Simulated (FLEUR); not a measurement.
# Cobalt: orders along a scan of the volume, part 2 of 2

How does the volume change the magnetic state of Cobalt?

FLEUR MaX-R8.1; LDA (VWN); all-electron FLAPW, Dirac cores, scalar-relativistic bands.

So far, largest spin moment in the muffin-tin sphere (μB): step 2 (factor 1, start ferro ++) 1.61.

## Step 5: Factor 1.12, start ferro ++

The farthest finished point is shown in full.

File inp.xml:

```
<?xml version="1.0" encoding="UTF-8" standalone="no"?>
<fleurInput fleurInputVersion="0.39">
   <comment>
      Co
   </comment>
   <calculationSetup>
      <cutoffs Kmax="3.73" Gmax="11.2" GmaxXC="11.2" numbands="0"/>
      <scfLoop itmax="110" minDistance="0.00002" maxIterBroyd="15" imix="Anderson" alpha="0.05" precondParam="0.0" spinf="2.0" sdNocoIR="T"/>
      <coreElectrons ctail="T" frcor="F" kcrel="0" coretail_lmax="0"/>
      <xcFunctional name="vwn" relativisticCorrections="F"/>
      <magnetism jspins="2"/>
      <soc l_soc="F" theta="0.0" phi="0.0" spav="F"/>
      <expertModes spex="0" secvar="F"/>
      <geometryOptimization l_f="F" forcealpha="1.0" forcemix="BFGS" epsdisp="0.00001" epsforce="0.00001"/>
      <ldaU l_linMix="F" mixParam="0.05" spinf="1.0"/>
   </calculationSetup>
   <cell>
      <bzIntegration valenceElectrons="34.0" mode="hist" fermiSmearingEnergy="0.00183747">
         <kPointListSelection listName="default-1"/>
         <xi:include xmlns:xi="http://www.w3.org/2001/XInclude" href="kpts.xml"> </xi:include>
      </bzIntegration>
      <xi:include xmlns:xi="http://www.w3.org/2001/XInclude" href="sym.xml"> </xi:include>
      <bulkLattice scale="1.0">
         <bravaisMatrix>
            <row-1>    4.9207182177801680     0.0000000000188973     0.0000000000000000</row-1>
            <row-2>   -2.4603591089089814     4.2614669814505861     0.0000000000000000</row-2>
            <row-3>    0.0000000000000000     0.0000000000000000     7.9870906415830323</row-3>
         </bravaisMatrix>
      </bulkLattice>
   </cell>
   <atomSpecies>
      <species name="Cobalt (Co2.000" element="Co" atomicNumber="27">
         <mtSphere radius="2.2" gridPoints="727" logIncrement="0.017"/>
         <atomicCutoffs lmax="8" lnonsphr="6"/>
         <electronConfig flipSpins="F">
            <coreConfig>(1s1/2) (2s1/2) (2p1/2) (2p3/2)</coreConfig>
            <valenceConfig>(3s1/2) (3p1/2) (3p3/2) (4s1/2) (3d3/2) (3d5/2)</valenceConfig>
            <stateOccupation state="(3d3/2)" spinUp="1.5" spinDown="1.3"/>
            <stateOccupation state="(3d5/2)" spinUp="3.0" spinDown="1.2"/>
         </electronConfig>
         <energyParameters s="4" p="4" d="3" f="4"/>
         <lo type="SCLO" l="0" n="3" eDeriv="0"/>
         <lo type="SCLO" l="1" n="3" eDeriv="0"/>
      </species>
   </atomSpecies>
   <atomGroups>
      <atomGroup species="Cobalt (Co2.000">
         <relPos label="                   1">1.000/3.000 -1.000/3.000 1.000/4.000</relPos>
         <relPos label="                   2">-1.000/3.000 1.000/3.000 -1.000/4.000</relPos>
         <force calculate="T" relaxXYZ="TTT"/>
      </atomGroup>
   </atomGroups>
   <output dos="F" band="F" slice="F">
      <bandDOS minEnergy="-.5*Htr" maxEnergy="0.5*Htr" sigma="0.015" storeEVData="T"/>
      <plotting iplot="0" polar="F">
         <plot TwoD="T" vec1="  1.0  0.0  0.0" vec2="  0.0  1.0  0.0" vec3="  0.0  0.0  1.0" zero="  0.0  0.0  0.0" file="plot"/>
      </plotting>
      <moessbauerParams electricFieldGradient="F" isomerShift="F" coreHyperfine="F" valenceHyperfine="F"/>
   </output>
</fleurInput>
```

File crystal.txt:

```
Co
&input film=F cartesian=F /
2.60393194216  0.00000000001  0.00000000000
-1.30196597109  2.25507121163  0.00000000000
0.00000000000  0.00000000000  4.22658634900
1.8897261246
1.0 1.0 1.0

2
27 0.33333333333  0.66666666667  0.25000000000 : 2.000
27 0.66666666667  0.33333333333  0.75000000000 : 2.000

&kpt div1=14 div2=14 div3=8 gamma=T /
```

On the command line:

```
$ OMP_NUM_THREADS=1 inpgen -f crystal.txt > inpgen.log  # inp.xml is then edited as shown
$ OMP_NUM_THREADS=1 mpirun -n 4 fleur_MPI > fleur.log
```

The program printed:

```text
[banner, memory and clock lines left out]
Welcome to FLEUR        (www.flapw.de)
      MaX-Release 8.1          (www.max-centre.eu)

 ========== k-point set info ==========
 Selected k-point list: default-1
 k-point list type: mesh
 14 x 14 x 8
 Number of k points: 120

 [... set-up left out ...]
 Iteration:     1   Distance:       6.22705578 me/bohr^3
 Iteration:     2   Distance:       5.31627059 me/bohr^3
 Iteration:     3   Distance:       2.54726521 me/bohr^3
 Iteration:     4   Distance:       0.59380859 me/bohr^3
 Iteration:     5   Distance:       0.41300906 me/bohr^3
[...]
<sumOfEigenvalues value="    -1604.2435879799">
               <coreElectrons value="-1573.2607305673"/>
               <valenceElectrons value="-30.9828574126"/>
            </sumOfEigenvalues>
         [... left out ...]
            <freeEnergy value="-2782.2975727276"/>
            <extrapolationTo0K value="-2782.2972312523"/>
         </totalEnergy>
         <densityConvergence units="me/bohr^3">
            <chargeDensity spin="1" distance="0.0000024694"/>
            <chargeDensity spin="2" distance="0.0000032648"/>
            <overallChargeDensity distance="0.0000041579"/>
            <spinDensity distance="0.0000040282"/>
         </densityConvergence>
      </iteration>
```

Run time: 13 s. Hardware: 4 MPI ranks of Intel Xeon Platinum 8488C (Sapphire Rapids), shared host; peak memory 0.2 GiB; 53 s of CPU time.

Spin moment in the muffin-tin sphere by atom:

```csv
atom,spin moment in the muffin-tin sphere (μB)
Co1,1.76
Co2,1.76
```

This step gave:

| Item | Value |
| --- | --- |
| free energy | -75710.1739 eV |
| program's band gap on this mesh (in a metal only a level spacing) | 0.009653 eV |
| magnetization | 3.395 μB |
| final state | ferromagnetic |

After 18 cycles the largest moment stands at 1.76 μB.

## Step 6: Factor 1.12, start antiferro +-

inp.xml: that of step 5 with these lines changed.

```diff
@@ -44,2 +44,15 @@
       </species>
+      <species name="Cobalt (Co-2.000" element="Co" atomicNumber="27">
+         <mtSphere radius="2.2" gridPoints="727" logIncrement="0.017"/>
+         <atomicCutoffs lmax="8" lnonsphr="6"/>
+         <electronConfig flipSpins="F">
+            <coreConfig>(1s1/2) (2s1/2) (2p1/2) (2p3/2)</coreConfig>
+            <valenceConfig>(3s1/2) (3p1/2) (3p3/2) (4s1/2) (3d3/2) (3d5/2)</valenceConfig>
+            <stateOccupation state="(3d3/2)" spinUp="1.3" spinDown="1.5"/>
+            <stateOccupation state="(3d5/2)" spinUp="1.2" spinDown="3.0"/>
+         </electronConfig>
+         <energyParameters s="4" p="4" d="3" f="4"/>
+         <lo type="SCLO" l="0" n="3" eDeriv="0"/>
+         <lo type="SCLO" l="1" n="3" eDeriv="0"/>
+      </species>
    </atomSpecies>
@@ -48,2 +61,5 @@
          <relPos label="                   1">1.000/3.000 -1.000/3.000 1.000/4.000</relPos>
+         <force calculate="T" relaxXYZ="TTT"/>
+      </atomGroup>
+      <atomGroup species="Cobalt (Co-2.000">
          <relPos label="                   2">-1.000/3.000 1.000/3.000 -1.000/4.000</relPos>
```

crystal.txt: that of step 5 with these lines changed.

```diff
@@ -10,3 +10,3 @@
 27 0.33333333333  0.66666666667  0.25000000000 : 2.000
-27 0.66666666667  0.33333333333  0.75000000000 : 2.000
+27 0.66666666667  0.33333333333  0.75000000000 : -2.000
```

The program printed:

```text
[banner, memory and clock lines left out]
Welcome to FLEUR        (www.flapw.de)
      MaX-Release 8.1          (www.max-centre.eu)

 ========== k-point set info ==========
 Selected k-point list: default-1
 k-point list type: mesh
 14 x 14 x 8
 Number of k points: 120

 [... set-up left out ...]
 Iteration:     1   Distance:      11.10897558 me/bohr^3
 Iteration:     2   Distance:      10.76579516 me/bohr^3
 Iteration:     3   Distance:       8.45333715 me/bohr^3
 Iteration:     4   Distance:       4.84917009 me/bohr^3
 Iteration:     5   Distance:       3.85740902 me/bohr^3
[...]
<sumOfEigenvalues value="    -1604.2903802722">
               <coreElectrons value="-1573.3104539570"/>
               <valenceElectrons value="-30.9799263152"/>
            </sumOfEigenvalues>
         [... left out ...]
            <freeEnergy value="-2782.2806462636"/>
            <extrapolationTo0K value="-2782.2798042145"/>
         </totalEnergy>
         <densityConvergence units="me/bohr^3">
            <chargeDensity spin="1" distance="0.0000090255"/>
            <chargeDensity spin="2" distance="0.0000099862"/>
            <overallChargeDensity distance="0.0000117563"/>
            <spinDensity distance="0.0000149718"/>
         </densityConvergence>
      </iteration>
```

Elapsed: 25 s, on 4 MPI ranks; peak memory 0.23 GiB; 1.7 min of CPU time.

Numbers from this step:

```
free energy                                                       : -75709.7133 eV
program's band gap on this mesh (in a metal only a level spacing) : 1.36e-8 eV
magnetization                                                     : 0 μB
final state                                                       : antiferromagnetic
largest moment                                                    : 1.277 μB
```

After 27 cycles the largest moment stands at 1.28 μB.

## Step 7: Trends

In all 27 runs were made at the factors 0.88, 0.91, 0.94, 0.97, 1, 1.03, 1.06, 1.09 and 1.12, of which 26 converged. The tables hold the factors at which the parallel start converged, and CPU times count converged runs alone. Differences are of free energies.

Final states:

```csv
volume factor,ferro ++,antiferro +-,no spin polarisation,CPU time (s)
0.88,ferromagnetic,non-magnetic,non-magnetic,180.6
0.91,ferromagnetic,non-magnetic,non-magnetic,188.6
0.94,ferromagnetic,non-magnetic,non-magnetic,218.3
0.97,ferromagnetic,non-magnetic,non-magnetic,290.9
1,ferromagnetic,-,non-magnetic,71.5
1.03,ferromagnetic,antiferromagnetic,non-magnetic,170.2
1.06,ferromagnetic,antiferromagnetic,non-magnetic,165.2
1.09,ferromagnetic,antiferromagnetic,non-magnetic,175.6
1.12,ferromagnetic,antiferromagnetic,non-magnetic,175.7
```

Energy over the lowest point, ferro ++ against volume factor:

```csv
volume factor,"energy over the lowest point, ferro ++ (meV a primitive cell)"
0.8800,19.1
0.9100,0
0.9400,19.3
0.9700,73.1
1.0000,151
1.0300,252
1.0600,368
1.0900,497
1.1200,639
```

Table of largest sphere moment by volume factor:

```csv
volume factor,ferro ++ (μB),antiferro +- (μB)
0.8800,1.54,0
0.9100,1.55,0
0.9400,1.57,0
0.9700,1.58,0
1.0000,1.61,-
1.0300,1.65,0.885
1.0600,1.69,1.05
1.0900,1.73,1.18
1.1200,1.76,1.28
```

The net moment, ferro ++ by volume factor:

```csv
volume factor,"net moment, ferro ++ (μB a primitive cell)"
0.8800,3.00
0.9100,3.02
0.9400,3.04
0.9700,3.06
1.0000,3.10
1.0300,3.18
1.0600,3.27
1.0900,3.34
1.1200,3.39
```

Table of energy less that of the parallel start by volume factor; values in meV a seeded atom:

```csv
volume factor,antiferro +-,no spin polarisation
0.8800,99.8,99.8
0.9100,124,124
0.9400,147,147
0.9700,168,168
1.0000,-,189
1.0300,204,209
1.0600,215,229
1.0900,223,249
1.1200,230,268
```

## Step 8: Outcome

```yaml
largest_moment_parallel_start: 1.54 μB at 0.88, 1.76 μB at 1.12
net_moment_parallel_start: 3.00 to 3.39 μB a primitive cell
start_antiferro_less_the_parallel_start: +99.8 meV at 0.88, +230.3 meV at 1.12, a seeded atom
spinless_run_less_the_parallel_start: +99.8 meV at 0.88, +267.8 meV at 1.12, a seeded atom
```

What this shows: The largest moment of the parallel start goes from 1.54 μB at 0.88 to 1.76 μB at 1.12. Its energy is least at 0.91 of the points run. The start antiferro +- lies over the parallel start at every point where both finished. The spinless run lies over the parallel start at every point where both finished. The opposed order is one of several, taken for its small cell; another can lie lower, so the scan does not name the ground state. Atoms were not relaxed at any point.

[Logs and program files are shortened in this print: banners, set-up blocks, solver, clock and traceback lines can be left out without a mark of their own.]

[Logs are printed without paths, hosts, clocks, repeated set-up lines and the standing remarks that a program may print on its own settings, such as how far it seeks lower states.]

[Hosts, paths, dates, database ids (printed as entryN), source tags and the programs' standing remarks are cut or masked in the printed files.]

[Where a cell is said to come from a database of computed structures, the database is the Materials Project.]
